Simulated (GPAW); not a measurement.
# bithiophene-5,5'-dithiol between two Al chains: a series of junctions, part 3 of 3

Wanted: the trend of the zero-bias conductance over a family of junctions, bithiophene-5,5'-dithiol between two Al chains.

GPAW 26.7.0; GPAW LCAO, PAW setups; Landauer transmission from Green's functions with principal layers (ASE), zero bias.

So far, conductance (G₀): step 2 (member of the series, box 15.1 × 9 Å, twist 0 degrees) 0.0527; step 5 (member of the series, box 14.8 × 9 Å: twist = 45) 0.0306; step 6 (member of the series, box 14.7 × 9.4 Å: twist = 60) 0.0202; step 7 (member of the series, box 14.7 × 10.9 Å: twist = 75) 0.0118; step 8 (member of the series, box 14.4 × 11.9 Å: twist = 90) 0.00732.

### 10. Grid spacing 0.22: h = 0.22

The real-space grid carries density and potential; a coarse one breaks translation symmetry along the lead and scatters electrons that should pass.

System of this step: bithiophene-5,5'-dithiol between two Al chains, rings twisted by 0 degrees. The cell holds 28 atoms: 12 Al, 4 S, 4 H and 8 C. Its edges and angles: a = 15.120 Å, b = 9.000 Å, c = 39.220 Å, α = 90.0°, β = 90.0°, γ = 90.0°. Regions: left lead, 6 atoms (6 Al); channel, 16 atoms (4 S, 4 H and 8 C); right lead, 6 atoms (6 Al). Vacuum lies along a and b. The structure is stacked along c, and the current runs across the ab planes.

File run.py:

```python
import json
import numpy as np
from ase import Atoms
from ase.transport.calculators import TransportCalculator
from gpaw import GPAW, FermiDirac
from gpaw.lcao.tools import get_lcao_hamiltonian
from scipy.linalg import eigh

# The junction with lead layers at both ends, along the third cell vector
device = Atoms(
    ['Al', 'Al', 'Al', 'Al', 'Al', 'Al', 'S', 'H', 'C', 'C', 'C', 'H', 'S', 'C', 'C', 'H', 'C', 'S', 'C', 'C', 'H', 'S', 'Al', 'Al', 'Al', 'Al', 'Al', 'Al'],
    positions=[
        [7.56021, 4.50000, 1.20000],
        [7.56021, 4.50000, 3.60000],
        [7.56021, 4.50000, 6.00000],
        [7.56021, 4.50000, 8.40000],
        [7.56021, 4.50000, 10.80000],
        [7.56021, 4.50000, 13.20000],
        [7.04868, 4.49999, 15.33970],
        [10.10759, 4.49999, 15.55595],
        [9.59075, 4.49999, 16.50766],
        [8.22246, 4.49999, 16.64229],
        [10.25230, 4.49999, 17.77334],
        [11.33082, 4.49999, 17.87665],
        [7.74853, 4.49999, 18.27854],
        [9.37418, 4.49999, 18.84517],
        [9.68715, 4.50000, 20.26183],
        [11.87042, 4.49999, 20.31546],
        [10.93564, 4.49999, 20.86348],
        [8.45131, 4.50000, 21.46165],
        [10.86919, 4.50000, 22.28955],
        [9.57217, 4.50000, 22.74269],
        [11.73529, 4.50000, 22.94048],
        [9.07077, 4.50000, 24.42068],
        [7.56021, 4.50000, 26.02012],
        [7.56021, 4.50000, 28.42012],
        [7.56021, 4.50000, 30.82012],
        [7.56021, 4.50000, 33.22012],
        [7.56021, 4.50000, 35.62012],
        [7.56021, 4.50000, 38.02012]],
    cell=[[15.12042, 0.0, 0.0], [0.0, 9.0, 0.0], [0.0, 0.0, 39.22012]],
    pbc=True)

# One principal layer of the lead: the first 4 atoms of the device
lead = Atoms(
    ['Al', 'Al', 'Al', 'Al'],
    positions=[
        [7.56021, 4.50000, 1.20000],
        [7.56021, 4.50000, 3.60000],
        [7.56021, 4.50000, 6.00000],
        [7.56021, 4.50000, 8.40000]],
    cell=[[15.12042, 0.0, 0.0], [0.0, 9.0, 0.0], [0.0, 0.0, 9.6]],
    pbc=True)

settings = dict(mode='lcao', basis='dzp', xc='PBE', h=0.22,
                occupations=FermiDirac(0.1), maxiter=250,
                mixer=dict(beta=0.1, nmaxold=8, weight=100.0),
                convergence=dict(density=0.0001))
energies = np.arange(-2, 2 + 1e-9, 0.05)
eta = 0.0001
n1, n2 = 1, 1
# k and -k transmit alike, so half of the mesh across the current serves
mesh = [(i, j) for i in range(n1) for j in range(n2) if (i, j) <= (-i % n1, -j % n2)]
weights = np.array([1 if (i, j) == (-i % n1, -j % n2) else 2 for i, j in mesh]) / (n1 * n2)

# [... helper functions left out ...]
fermi_lead = ground_state(lead, (1, 1, 12), 'lead.txt')
fermi_device = ground_state(device, (1, 1, 2), 'device.txt')
# [... loop over the mesh left out, but for ...]
        # Shift the lead onto the potential of the device's first layer
        shift = ((H[:, 0, 0] - H0[:, 0, 0]) / S0[0, 0]).real.mean()
# [...]
kT = 8.617333e-5 * 77
bias = [0.1, 0.2, 0.5, 1.0, 1.5, 2.0]
# [... integrals and printing left out ...]
```

Started as:

```
$ OMP_NUM_THREADS=1 OPENBLAS_NUM_THREADS=1 python run.py
```

The log of the run:

```text
basis functions: device 332, principal layer 52
Fermi level: lead -3.5527 eV, device -3.2811 eV; lead shifted by -0.0038 eV
largest coupling past the next layer 1.40e-15 eV, largest misfit of the first layer 0.051 eV
  E-E_F (eV)   T (one spin)  channels
    -2.000    5.7903e-07    1.0000
    -1.950    4.3110e-07    1.0000
    -1.900    3.1898e-07    1.0000
    -1.850    2.3443e-07    1.0000
    -1.800    1.7103e-07    1.0000
    -1.750    1.2379e-07    1.0000
    -1.700    8.8810e-08    1.0000
    -1.650    6.3082e-08    1.0000
    -1.600    4.4270e-08    1.0000
    -1.550    3.0571e-08    1.0000
    -1.500    2.0601e-08    1.0000
    -1.450    1.3295e-08    1.0000
    -1.400    7.8308e-09    1.0000
    -1.350    3.5635e-09    1.0000
    -1.300    3.1759e-13    0.0000
    -1.250    4.6490e-16    0.0000
[...]
1.650    8.5511e-01    3.0000
     1.700    9.4689e-01    3.0000
     1.750    8.9461e-01    3.0000
     1.800    7.4609e-01    3.0000
     1.850    5.8613e-01    3.0000
     1.900    4.5565e-01    3.0000
     1.950    3.5933e-01    3.0000
     2.000    2.9021e-01    3.0000
conductance at 77 K: 0.052867 G0 a cell; thermopower 0.2172 uV/K
current from the zero-bias T(E) at 0.1 V: 0.40695 uA
current from the zero-bias T(E) at 0.2 V: 0.80024 uA
current from the zero-bias T(E) at 0.5 V: 1.8099 uA
current from the zero-bias T(E) at 1.0 V: 2.7472 uA
current from the zero-bias T(E) at 1.5 V: 3.3952 uA
current from the zero-bias T(E) at 2.0 V: 4.252 uA
```

Run time: 83 s. Hardware: 1 thread of Intel Xeon 6975P-C (Granite Rapids), shared host; peak memory 1.4 GiB.

This step gave:

- conductance: 0.05287 G₀
- largest coupling past the next principal layer: 1.40e-15 eV
- largest misfit of the first principal layer: 0.05051 eV
- shift that aligns the lead: -0.003844 eV
- transmission at the Fermi level (one spin): 0.05304

One spin. Transmission, zone mean against energy, zero at the Fermi level:

| energy (eV) | transmission, zone mean |
| --- | --- |
| -2.00 | 5.8e-7 |
| -1.85 | 2.3e-7 |
| -1.70 | 8.9e-8 |
| -1.60 | 4.4e-8 |
| -1.45 | 1.3e-8 |
| -1.30 | 0 |
| -1.15 | 0 |
| -1.05 | 0 |
| -0.90 | 0 |
| -0.75 | 0 |
| -0.60 | 0 |
| -0.50 | 0 |
| -0.35 | 0.0235 |
| -0.20 | 0.0398 |
| -0.05 | 0.0524 |
| 0.00 | 0.0530 |
| 0.05 | 0.0518 |
| 0.20 | 0.0429 |
| 0.35 | 0.0354 |
| 0.50 | 0.0323 |
| 0.60 | 0.0326 |
| 0.75 | 0.0364 |
| 0.90 | 0.0447 |
| 1.05 | 0.0620 |
| 1.15 | 0.0813 |
| 1.30 | 0.138 |
| 1.45 | 0.284 |
| 1.60 | 0.681 |
| 1.70 | 0.947 |
| 1.85 | 0.586 |
| 2.00 | 0.290 |

Crossings of the lead's bands, unfolded to its shortest repeat. Open channels, zone mean against energy, zero at the Fermi level:

| energy (eV) | open channels, zone mean |
| --- | --- |
| -2.00 | 1 |
| -1.85 | 1 |
| -1.70 | 1 |
| -1.60 | 1 |
| -1.45 | 1 |
| -1.30 | 0 |
| -1.15 | 0 |
| -1.05 | 0 |
| -0.90 | 0 |
| -0.75 | 0 |
| -0.60 | 0 |
| -0.50 | 0 |
| -0.35 | 2 |
| -0.20 | 2 |
| -0.05 | 2 |
| 0.00 | 2 |
| 0.05 | 2 |
| 0.20 | 2 |
| 0.35 | 2 |
| 0.50 | 2 |
| 0.60 | 2 |
| 0.75 | 2 |
| 0.90 | 2 |
| 1.05 | 3 |
| 1.15 | 3 |
| 1.30 | 3 |
| 1.45 | 3 |
| 1.60 | 3 |
| 1.70 | 3 |
| 1.85 | 3 |
| 2.00 | 3 |

Not self-consistent under bias; the bias window is split evenly. The current through one cell, from the zero-bias transmission by bias:

| bias (V) | current through one cell, from the zero-bias transmission (μA) |
| --- | --- |
| 0.100 | 0.407 |
| 0.200 | 0.800 |
| 0.500 | 1.81 |
| 1.000 | 2.75 |
| 1.500 | 3.40 |
| 2.000 | 4.25 |

Table of transmission of the three most open eigenchannels by energy, zero at the Fermi level:

| energy (eV) | channel 1 | channel 2 | channel 3 |
| --- | --- | --- | --- |
| -2.00 | 5.8e-7 | 0 | 0 |
| -1.90 | 3.2e-7 | 0 | 0 |
| -1.80 | 1.7e-7 | 0 | 0 |
| -1.70 | 8.9e-8 | 0 | 0 |
| -1.55 | 3.1e-8 | 0 | 0 |
| -1.45 | 1.3e-8 | 0 | 0 |
| -1.35 | 3.6e-9 | 0 | 0 |
| -1.25 | 0 | 0 | 0 |
| -1.15 | 0 | 0 | 0 |
| -1.05 | 0 | 0 | 0 |
| -0.90 | 0 | 0 | 0 |
| -0.80 | 0 | 0 | 0 |
| -0.70 | 0 | 0 | 0 |
| -0.60 | 0 | 0 | 0 |
| -0.50 | 0 | 0 | 0 |
| -0.40 | 0.00156 | 5.1e-6 | 0 |
| -0.25 | 0.0343 | 3.0e-5 | 0 |
| -0.15 | 0.0452 | 4.6e-5 | 0 |
| -0.05 | 0.0524 | 5.6e-5 | 0 |
| 0.00 | 0.0530 | 5.7e-5 | 0 |
| 0.05 | 0.0518 | 5.7e-5 | 0 |
| 0.15 | 0.0461 | 5.4e-5 | 0 |
| 0.25 | 0.0399 | 4.3e-5 | 0 |
| 0.40 | 0.0339 | 8.7e-6 | 0 |
| 0.50 | 0.0323 | 6.0e-7 | 1.6e-12 |
| 0.60 | 0.0326 | 1.1e-6 | 0 |
| 0.70 | 0.0346 | 2.3e-5 | 0 |
| 0.80 | 0.0384 | 0.00133 | 0 |
| 0.90 | 0.0447 | 4.3e-5 | 0 |
| 1.05 | 0.0610 | 9.8e-4 | 6.1e-8 |
| 1.15 | 0.0802 | 0.00110 | 3.5e-7 |
| 1.25 | 0.112 | 0.00121 | 9.9e-7 |
| 1.35 | 0.170 | 0.00134 | 2.1e-6 |
| 1.45 | 0.282 | 0.00149 | 3.9e-6 |
| 1.55 | 0.509 | 0.00170 | 6.6e-6 |
| 1.70 | 0.945 | 0.00211 | 1.3e-5 |
| 1.80 | 0.744 | 0.00248 | 1.9e-5 |
| 1.90 | 0.453 | 0.00299 | 2.8e-5 |
| 2.00 | 0.286 | 0.00368 | 4.0e-5 |

The conductance, 0.0529 G₀, lies 0.2 % above that of the unchanged run.

### 11. What came out

- conductance, first and last member: 0.0527 and 0.00732 G₀
- largest and smallest: 0.0527 and 0.00732 G₀

In words: As the twist between the rings goes from 0 to 90 degrees, the conductance goes from 0.0527 to 0.00732 G₀. The conductance falls at every step of the series. Coupling between the rings' π systems goes as cos θ, so tunnelling through them should follow cos²θ; the correlation here is 1.00, which bears out that shape on top of a constant. At 90° 13.9 % of the planar value is left, carried by paths that don't need the π overlap of the rings. The geometry was built from estimated bond lengths and not relaxed, so the numbers describe this model structure. Semilocal functionals put molecular levels too near the Fermi level, so such conductances usually come out too high, and chain electrodes have a sharper density of states than real ones. An evenly spaced straight chain is an idealisation: free chains tend to dimerise, zigzag or, where a band edge lies near the Fermi level, turn magnetic. The currents use the zero-bias T(E) throughout, which holds only while the bias is small against the distance to the nearest feature. The energy step is wider than the thermal energy, so the conductance and thermopower rest on interpolation of T(E).

[Logs are printed without paths, hosts, clocks, repeated set-up lines and the standing remarks that a program may print on its own settings, such as how far it seeks lower states.]

[Hosts, paths, dates, database ids (printed as entryN), source tags and the programs' standing remarks are cut or masked in the printed files.]
